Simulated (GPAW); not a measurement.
**Core-hole calculation of the Sn K edge in TlSn (P4/mmm)**

What does one-electron theory with a core hole give for the Sn K edge of TlSn (P4/mmm)?

Program: GPAW 26.7.0. Level of theory: X-ray absorption from dipole matrix elements to empty bands, plane-wave PAW LDA, without spin-orbit coupling. Results are calculated unless marked as measured.

**1. The structure**

Symmetry: P4/mmm, No. 123, tetragonal system. The conventional cell has a = 3.615 Å, b = 3.615 Å, c = 4.375 Å, α = 90.00°, β = 90.00°, γ = 90.00°. Tl has 8 Sn at 3.36 Å and 4 Tl at 3.61 Å nearest. Sn has 8 Tl at 3.36 Å and 4 Sn at 3.61 Å nearest. Farther neighbours are not listed.

Coordinates:

```xyz
2
Lattice="3.6147 0.0000 0.0000 0.0000 3.6147 0.0000 0.0000 0.0000 4.3750" Properties=species:S:1:pos:R:3 pbc="T T T"
Tl    0.0000    0.0000    0.0000
Sn    1.8074    1.8074    2.1875
```

**2. The field without a hole**

A plain self-consistent run shows whether there is a gap, which decides the set-up of the core-hole run.

scf.py

```python
import numpy as np
from ase import Atoms
from ase.parallel import parprint, paropen
from gpaw import GPAW, PW, FermiDirac, Mixer, MixerDif, setup_paths
from gpaw.test import gen
setup_paths.insert(0, '.')
gen('Sn', name='nch1s', xcname='LDA', corehole=(1, 0, 0), write_xml=True)
from gpaw.mpi import world
world.barrier()

atoms = Atoms('TlSn',
    cell=[[3.61472987, 0, 0],
     [0, 3.61472987, 0],
     [0, 0, 4.375]],
    scaled_positions=[[0, 0, 0],
     [0.5, 0.5, 0.5]],
    pbc=True)
atoms.calc = calc = GPAW(legacy_gpaw=True, mode=PW(430, force_complex_dtype=True), xc='LDA', setups={1: 'nch1s'},
    kpts={'size': (7, 7, 6), 'gamma': True}, occupations=FermiDirac(0.05),
    charge=0, mixer=Mixer(0.1, 5, 50), maxiter=150,
    convergence={'density': 0.0001, 'eigenstates': 1e-6}, txt='scf.txt')
energy = atoms.get_potential_energy() + calc.get_reference_energy()
ef = calc.get_fermi_level()
out = dict(energy=energy, fermi=ef, forces=atoms.get_forces().tolist())
parprint(f'all-electron energy {energy:.4f} eV, Fermi level {ef:.4f} eV')
ev = np.array([[calc.get_eigenvalues(k, s) for k in range(len(calc.get_ibz_k_points()))] for s in range(calc.get_number_of_spins())])
out['homo'], out['lumo'], out['counts'] = ev[ev < ef].max(), ev[ev > ef].min(), sorted(set((ev < ef).sum((0, 2)).tolist()))
out['filled'] = (ev[:, 0] < ef).sum(1).tolist()
import json
with paropen('out.json', 'w') as f:
    json.dump(out, f)
```

Run with:

```bash
> OMP_NUM_THREADS=1 mpirun -n 4 gpaw python scf.py
```

Numbers of over 12 decimals in the logs are rounded to 6 here.

Log:

```text
Input parameters:
  convergence: {density: 0.0001,
                eigenstates: 1e-06}
  kpts: {gamma: True,
         size: (7, 7, 6)}
  maxiter: 150
  mixer: {backend: pulay,
          beta: 0.1,
          method: separate,
          nmaxold: 5,
          weight: 50}
  mode: {ecut: 430.0,
         force_complex_dtype: True,
         name: pw}
  occupations: {fixmagmom: False,
                name: fermi-dirac,
                width: 0.05}
  setups: {1: nch1s}

Initialize ...

[... PAW data sets ...]

Reference energy: -717613.424329  # eV

Spin-paired calculation

[... convergence settings ...]
Symmetries present (total): 16
  [... symmetry matrices ...]

294 k-points: 7 x 7 x 6 Monkhorst-Pack grid + [0.000000,0.000000,1/12]
40 k-points in the irreducible part of the Brillouin zone
       k-points in crystal coordinates                weights
   0:     0.00000000    0.00000000    0.00000000          1/294
   1:     0.00000000    0.00000000    0.16666667          2/294
   2:     0.00000000    0.00000000    0.33333333          2/294
   3:     0.00000000    0.00000000    0.50000000          1/294
   4:     0.14285714    0.00000000    0.00000000          4/294
   5:     0.14285714    0.00000000    0.16666667          8/294
   6:     0.14285714    0.00000000    0.33333333          8/294
   7:     0.14285714    0.00000000    0.50000000          4/294
   8:     0.14285714    0.14285714    0.00000000          4/294
   9:     0.14285714    0.14285714    0.16666667          8/294
          ...
  39:     0.42857143    0.42857143    0.50000000          4/294

Wave functions: Plane wave expansion
  Cutoff energy: 430.000 eV
  Number of coefficients (min, max): 1126, 1174
  Pulay-stress correction: 0.000000 eV/Ang^3 (de/decut=0.000000)
  Using FFTW library
  Wavefunction extrapolation:
    Improved wavefunction reuse through dual PAW basis

Occupation numbers: Fermi-Dirac:
  width: 0.0500  # eV

Eigensolver
   Davidson(niter=2)

Densities:
  Coarse grid: 18*18*21 grid
  Fine grid: 36*36*42 grid
  Total Charge: 0.000000

Density mixing:
  Method: separate
  Backend: pulay
  Linear mixing parameter: 0.1
  old densities: 5
  Width of damping distribution: 1.1
  Damping of long wavelength oscillations: 50

[... Hamiltonian set-up ...]
Number of atoms: 2
Number of atomic orbitals: 18
Number of bands in calculation: 18
Number of valence electrons: 27
Bands to converge: occupied

... initialized

Initializing position-dependent things.

Density initialized from atomic densities
Creating initial wave functions:
  18 bands from LCAO basis set

Positions:
   0 Tl     0.000000    0.000000    0.000000    ( 0.0000,  0.0000,  0.0000)
   1 Sn     1.807365    1.807365    2.187500    ( 0.0000,  0.0000,  0.0000)

Unit cell:
           periodic     x           y           z      points  spacing
  1. axis:    yes    3.614730    0.000000    0.000000    18     0.2008
  2. axis:    yes    0.000000    3.614730    0.000000    18     0.2008
  3. axis:    yes    0.000000    0.000000    4.375000    21     0.2083

  Lengths:   3.614730   3.614730   4.375000
  Angles:   90.000000  90.000000  90.000000

Effective grid spacing dv^(1/3) = 0.2033

iter:   1    -7.703228
iter:   2    -7.690149   -1.95  -1.74
iter:   3    -7.661007   -1.77  -1.79
iter:   4    -7.657497   -3.67  -2.41
iter:   5    -7.666888c  -3.66  -2.40
iter:   6    -7.645915   -2.97  -2.33
iter:   7    -7.645019   -3.82  -2.95
iter:   8    -7.645065c  -4.28  -3.41
iter:   9    -7.645047c  -5.52  -3.35
iter:  10    -7.644975c  -4.82  -3.43
iter:  11    -7.644970c  -6.96c -3.78
iter:  12    -7.644969c  -8.13c -4.00c

Converged after 12 iterations.

Dipole moment: (-0.000000, 0.000000, -0.000000) |e|*Ang

Energy contributions relative to reference atoms: (reference = -717613.424329)

Kinetic:         +4.323396
Potential:       -4.449813
External:        +0.000000
XC:              -7.720290
Entropy (-ST):   -0.013609
Local:           +0.208543
SIC:             +0.000000
--------------------------
Free energy:     -7.651773
Extrapolated:    -7.644969

Showing only first 2 kpts
 Kpt  Band  Eigenvalues  Occupancy
  0    11      3.61230    2.00000
  0    12      5.01495    2.00000
  0    13      8.18755    0.00000
  0    14      8.18755    0.00000

  1    11      1.90633    2.00000
  1    12      6.79406    0.19182
  1    13      8.46469    0.00000
  1    14      8.46469    0.00000

Fermi level: 6.68189

No gap
No difference between direct/indirect transitions

Forces in eV/Ang:
  0 Tl    0.00000    0.00000    0.00000
  1 Sn    0.00000    0.00000    0.00000
Scalar-relativistic atomic LDA calculation for Sn (Tin, Z=50)
Core hole in 1s state (1s occupation: 2.0)
750 radial gridpoints.
|------------------------------------------------|
|------------------------------------------------|
[... the atom generator's iteration count ...]

Energy contributions:
-------------------------
Kinetic:    +6433.602378
XC:          -159.347132
Potential: -12443.201828
-------------------------
Total:      -6168.946582

state      eigenvalue         ekin         rmax
-----------------------------------------------
1s^2.0 : -1063.730537  1353.317949        0.019
2s^2.0 :  -160.675785   281.234255        0.106
2p^6.0 :  -144.457695   266.941499        0.085
3s^2.0 :   -30.987638    80.007389        0.308
3p^6.0 :   -25.667637    74.293258        0.301
3d^10.0:   -17.408854    67.551481        0.251
4s^2.0 :    -4.906972    21.601013        0.745
4p^6.0 :    -3.291998    18.274761        0.788
4d^10.0:    -0.952163    12.016196        0.887
5s^2.0 :    -0.396843     2.800661        2.004
5p^2.0 :    -0.142200     1.472983        2.539
-----------------------------------------------
(units: Bohr and Hartree)

Generating PAW setup
Kinetic energy of the core from tauc = 6485.771847
Cutoffs:
rc(s)=2.270
rc(p)=2.400
rc(d)=2.240
rc(vbar)=2.250
rc(comp)=2.260
rc(nct)=2.400

Kinetic energy of the core states: 6304.893134
Charge: 0.0
Core electrons: 36.0
Valence electrons: 14.0
Pseudo-core charge: 0.328396
Shape function alpha=1.958
Pseudo-electron charge 6.835440
state    eigenvalue         norm
--------------------------------
5s(2) :    -0.396843     1.152734
*s    :     0.603157
5p(2) :    -0.142200     1.024228
*p    :     0.857800
4d(10):    -0.952163     0.215312
*d    :     0.047837
--------------------------------

Diagonalizing with gridspacing h=0.050

state   all-electron     PAW
-------------------------------
5s:      -0.396843    -0.397377
5p:      -0.142200    -0.142842
4d:      -0.952163    -0.953074
*f:                    0.066259
-------------------------------
all-electron energy -717621.0693 eV, Fermi level 6.6819 eV
```

It took 6.2 s on 4 MPI ranks of Intel Xeon Platinum 8488C (Sapphire Rapids), shared host; peak memory 0.17 GiB.

The mesh shows no gap, so the system is treated as a metal and the core electron is put at the Fermi level (neutral cell).

**3. Spectrum without a core hole, Sn atom 2**

Without a hole the spectrum is the empty density of states of the right symmetry on the absorber, weighted by matrix elements. It needs only the small cell and serves as the baseline. The data set with a hole of occupation 0 only carries the core orbital.

The absorber has 8 Tl at 3.36 Å and 4 Sn at 3.61 Å (distorted cuboctahedral, site symmetry 4/mmm).

xas.py

```python
import numpy as np
from ase import Atoms
from ase.parallel import parprint, paropen
from gpaw import GPAW, PW, FermiDirac, Mixer, MixerDif, setup_paths
from gpaw.test import gen
setup_paths.insert(0, '.')
gen('Sn', name='nch1s', xcname='LDA', corehole=(1, 0, 0), write_xml=True)
from gpaw.mpi import world
world.barrier()

atoms = Atoms('TlSn',
    cell=[[3.61472987, 0, 0],
     [0, 3.61472987, 0],
     [0, 0, 4.375]],
    scaled_positions=[[0, 0, 0],
     [0.5, 0.5, 0.5]],
    pbc=True)
atoms.calc = calc = GPAW(legacy_gpaw=True, mode=PW(430, force_complex_dtype=True), xc='LDA', setups={1: 'nch1s'},
    kpts={'size': (9, 9, 8), 'gamma': True}, occupations=FermiDirac(0.1),
    charge=0, mixer=Mixer(0.1, 5, 50), maxiter=150,
    convergence={'density': 0.0001, 'eigenstates': 1e-6}, txt='scf.txt')
energy = atoms.get_potential_energy() + calc.get_reference_energy()
ef = calc.get_fermi_level()
out = dict(energy=energy, fermi=ef, forces=atoms.get_forces().tolist())
parprint(f'all-electron energy {energy:.4f} eV, Fermi level {ef:.4f} eV')
ev = np.array([[calc.get_eigenvalues(k, s) for k in range(len(calc.get_ibz_k_points()))] for s in range(calc.get_number_of_spins())])
out['homo'], out['lumo'], out['counts'] = ev[ev < ef].max(), ev[ev > ef].min(), sorted(set((ev < ef).sum((0, 2)).tolist()))
out['filled'] = (ev[:, 0] < ef).sum(1).tolist()

from ase.units import Ha
from gpaw.xas import dipole_matrix_elements
nb = int(calc.get_number_of_electrons() / 2) + 37
top = nb
nscf = calc.fixed_density(kpts={'size': (6, 6, 5), 'gamma': True},
    convergence={'eigenstates': 1.0}, txt='nscf.txt')
nscf.diagonalize_full_hamiltonian(nbands=nb)
cell = atoms.cell.array
ops = [cell.T @ U.T @ np.linalg.inv(cell.T) for U in nscf.wfs.kd.symmetry.op_scc]
E = np.arange(-25, 34, 0.1)
fwhm = np.interp(E, [4, 25], [8.49, 8.49])
Y, X, zero, highest = 0, 0, 1e9, 1e9
for spin in range(nscf.get_number_of_spins()):
    wfs = nscf.wfs
    mine = wfs.bd.get_slice()  # this rank's bands
    A = dipole_matrix_elements(wfs.setups[1])
    eps = np.zeros((wfs.kd.nibzkpts, nb))
    d = np.zeros((3, A.shape[1], wfs.kd.nibzkpts, nb), complex)
    for kpt in wfs.kpt_u:
        if kpt.s == spin and 1 in kpt.P_ani:
            eps[kpt.k, mine] = kpt.eps_n * Ha
            d[:, :, kpt.k, mine] = (kpt.weight * wfs.nspins / 2) ** 0.5 * np.inner(A, kpt.P_ani[1])
    world.sum(eps)
    world.sum(d)
    T = np.einsum('amkn,bmkn->abkn', d, d.conj()).real
    T = sum(np.einsum('ai,ijkn,bj->abkn', R, T, R) for R in ops) / len(ops)
    empty = eps > ef
    zero, highest = min(zero, eps[empty].min()), min(highest, eps[:, top - 1].min())
    lines = [(eps, T, empty)] if spin == 0 else lines + [(eps, T, empty)]
for eps, T, empty in lines:
    f = np.einsum('aakn->akn', T).reshape(3, -1)
    x = eps.ravel() - zero
    w = np.interp(x, E, fwhm) / 2.35482
    g = np.exp(-0.5 * ((E[:, None] - x) / w) ** 2) / (w * (2 * np.pi) ** 0.5)
    Y = Y + (f * empty.ravel()) @ g.T
    X = X + (f * ~empty.ravel()) @ g.T
out.update(E=E.round(2).tolist(), xas=Y.tolist(), xes=X.tolist(), zero=zero, valid=highest - zero, nk=len(eps), nb=nb)
for i in range(0, len(E), 10):
    parprint(f'{E[i]:7.2f}', *(f'{v:10.3e}' for v in Y[:, i]))
import json
with paropen('out.json', 'w') as f:
    json.dump(out, f)
```

Run with:

```bash
> OMP_NUM_THREADS=1 mpirun -n 4 gpaw python xas.py
```

Log:

```text
Input parameters:
  convergence: {density: 0.0001,
                eigenstates: 1e-06}
  kpts: {gamma: True,
         size: (9, 9, 8)}
  maxiter: 150
  mixer: {backend: pulay,
          beta: 0.1,
          method: separate,
          nmaxold: 5,
          weight: 50}
  mode: {ecut: 430.0,
         force_complex_dtype: True,
         name: pw}
  occupations: {fixmagmom: False,
                name: fermi-dirac,
[...]
*d    :     0.047837
--------------------------------

Diagonalizing with gridspacing h=0.050

state   all-electron     PAW
-------------------------------
5s:      -0.396843    -0.397377
5p:      -0.142200    -0.142842
4d:      -0.952163    -0.953074
*f:                    0.066259
-------------------------------
all-electron energy -717621.1220 eV, Fermi level 6.5864 eV
[...]
32.00  1.219e-08  1.219e-08  1.232e-08
  33.00  1.100e-08  1.100e-08  1.150e-08
[key lines of the parts left out:]
Converged after 15 iterations.
Dipole moment: (0.000000, -0.000000, -0.000000) |e|*Ang
Free energy:     -7.713592
Fermi level: 6.58639
```

Wall time 27 s (4 MPI ranks); peak memory 0.36 GiB; 1.8 min of CPU time.

The Sn K spectrum, Sn atom 2, no core hole (energy from the lowest empty level; intensity scaled to a mean of 1 over the first 20 eV; polarised curves are means over the symmetry-equivalent atoms):

| E (eV) | isotropic | ε ⊥ c | ε ∥ c |
| --- | --- | --- | --- |
| -2.0 | 0.52 | 0.53 | 0.50 |
| -1.0 | 0.69 | 0.70 | 0.66 |
| 0.0 | 0.86 | 0.88 | 0.83 |
| 1.0 | 1.02 | 1.04 | 0.99 |
| 2.0 | 1.15 | 1.17 | 1.12 |
| 3.0 | 1.23 | 1.24 | 1.21 |
| 4.0 | 1.27 | 1.27 | 1.26 |
| 5.0 | 1.25 | 1.25 | 1.26 |
| 6.0 | 1.20 | 1.19 | 1.23 |
| 7.0 | 1.13 | 1.11 | 1.16 |
| 8.0 | 1.04 | 1.02 | 1.08 |
| 9.0 | 0.95 | 0.93 | 1.00 |
| 10.0 | 0.88 | 0.87 | 0.91 |
| 11.0 | 0.83 | 0.82 | 0.84 |
| 12.0 | 0.80 | 0.81 | 0.79 |
| 13.0 | 0.79 | 0.81 | 0.75 |
| 14.0 | 0.81 | 0.84 | 0.75 |
| 15.0 | 0.84 | 0.88 | 0.76 |
| 16.0 | 0.89 | 0.93 | 0.80 |
| 17.0 | 0.94 | 0.97 | 0.86 |
| 18.0 | 0.98 | 1.01 | 0.93 |
| 19.0 | 1.02 | 1.03 | 1.00 |
| 20.0 | 1.04 | 1.03 | 1.06 |
| 21.0 | 1.04 | 1.01 | 1.10 |
| 22.0 | 1.03 | 0.99 | 1.12 |
| 23.0 | 1.01 | 0.96 | 1.11 |
| 24.0 | 0.98 | 0.94 | 1.08 |
| 25.0 | 0.95 | 0.91 | 1.02 |
| 26.0 | 0.92 | 0.89 | 0.96 |
| 27.0 | 0.88 | 0.87 | 0.90 |
| 28.0 | 0.85 | 0.85 | 0.84 |
| 29.0 | 0.81 | 0.82 | 0.80 |

Main maxima below 25 eV (height): 4.2 eV (1.27) and 20.8 eV (1.04). A K edge sees empty p states on the absorber.

The same matrix elements for filled bands give the Sn K emission of Sn atom 2 (ground-state approximation; energy from the lowest empty level, largest value 1):

| E (eV) | emission |
| --- | --- |
| -24.00 | 0.00 |
| -23.25 | 0.00 |
| -22.50 | 0.00 |
| -21.75 | 0.00 |
| -21.00 | 0.00 |
| -20.25 | 0.00 |
| -19.50 | 0.00 |
| -18.75 | 0.00 |
| -18.00 | 0.00 |
| -17.25 | 0.01 |
| -16.50 | 0.01 |
| -15.75 | 0.01 |
| -15.00 | 0.02 |
| -14.25 | 0.03 |
| -13.50 | 0.04 |
| -12.75 | 0.05 |
| -12.00 | 0.07 |
| -11.25 | 0.10 |
| -10.50 | 0.13 |
| -9.75 | 0.18 |
| -9.00 | 0.23 |
| -8.25 | 0.30 |
| -7.50 | 0.39 |
| -6.75 | 0.48 |
| -6.00 | 0.59 |
| -5.25 | 0.69 |
| -4.50 | 0.80 |
| -3.75 | 0.89 |
| -3.00 | 0.96 |
| -2.25 | 0.99 |
| -1.50 | 1.00 |
| -0.75 | 0.96 |
| 0.00 | 0.89 |
| 0.75 | 0.80 |
| 1.50 | 0.68 |
| 2.25 | 0.56 |
| 3.00 | 0.45 |

Emission maxima: -1.8 eV (1.00).

**4. Reference energy of the supercell**

The photon energy needs a difference of total energies, so the cell and mesh of the coming hole run are first run without a hole.

Edit scf.py of step 2 so:

```diff
@@ -10,11 +10,17 @@
 
-atoms = Atoms('TlSn',
-    cell=[[3.61472987, 0, 0],
-     [0, 3.61472987, 0],
-     [0, 0, 4.375]],
+atoms = Atoms('Tl4Sn4',
+    cell=[[3.61472987, 3.61472987, 4.375],
+     [-3.61472987, 3.61472987, -4.375],
+     [-3.61472987, 3.61472987, 4.375]],
     scaled_positions=[[0, 0, 0],
-     [0.5, 0.5, 0.5]],
+     [0.5, 0.5, 0],
+     [0, 0.5, 0.5],
+     [0.5, 0, 0.5],
+     [0.5, 0, 0],
+     [0, 0.5, 0],
+     [0.5, 0.5, 0.5],
+     [0, 0, 0.5]],
     pbc=True)
-atoms.calc = calc = GPAW(legacy_gpaw=True, mode=PW(430, force_complex_dtype=True), xc='LDA', setups={1: 'nch1s'},
-    kpts={'size': (7, 7, 6), 'gamma': True}, occupations=FermiDirac(0.05),
+atoms.calc = calc = GPAW(legacy_gpaw=True, mode=PW(430, force_complex_dtype=True), xc='LDA', setups={4: 'nch1s'},
+    kpts={'size': (4, 4, 4), 'gamma': True}, occupations=FermiDirac(0.1),
     charge=0, mixer=Mixer(0.1, 5, 50), maxiter=150,
```

Run with:

```bash
> OMP_NUM_THREADS=1 mpirun -n 4 gpaw python scf.py
```

Log:

```text
Input parameters:
  convergence: {density: 0.0001,
                eigenstates: 1e-06}
  kpts: {gamma: True,
         size: (4, 4, 4)}
  maxiter: 150
  mixer: {backend: pulay,
          beta: 0.1,
          method: separate,
          nmaxold: 5,
          weight: 50}
  mode: {ecut: 430.0,
         force_complex_dtype: True,
         name: pw}
  occupations: {fixmagmom: False,
                name: fermi-dirac,
[...]
*s    :     0.603157
5p(2) :    -0.142200     1.024228
*p    :     0.857800
4d(10):    -0.952163     0.215312
*d    :     0.047837
--------------------------------

Diagonalizing with gridspacing h=0.050

state   all-electron     PAW
-------------------------------
5s:      -0.396843    -0.397377
5p:      -0.142200    -0.142842
4d:      -0.952163    -0.953074
*f:                    0.066259
-------------------------------
all-electron energy -2870484.3308 eV, Fermi level 6.5949 eV
[key lines of the parts left out:]
Converged after 12 iterations.
Dipole moment: (0.000000, -0.000000, 0.000000) |e|*Ang
Free energy:    -30.711763
Fermi level: 6.59493
```

The job ended after 36 s (4 MPI ranks; peak memory 0.3 GiB).

Reference energy: -2870484.331 eV with the cores included.

[end of part 1 of 3]

[Banner, clock and machine lines of the logs are left out without a mark of their own.]

[Logs are printed without paths, hosts, clocks, repeated set-up lines and the standing remarks that a program may print on its own settings, such as how far it seeks lower states.]

[Hosts, paths, dates, database ids (printed as entryN), source tags and the programs' standing remarks are cut or masked in the printed files.]

[Lists of maxima count a maximum above −3 eV only where it reaches 4 % of the highest in the window and stands out from its surroundings by 2 % of it (1.5 % where it reaches 55 %); shoulders and weaker maxima are passed over, and of the rest the first, up to two pre-edge ones and the few strongest are named.]
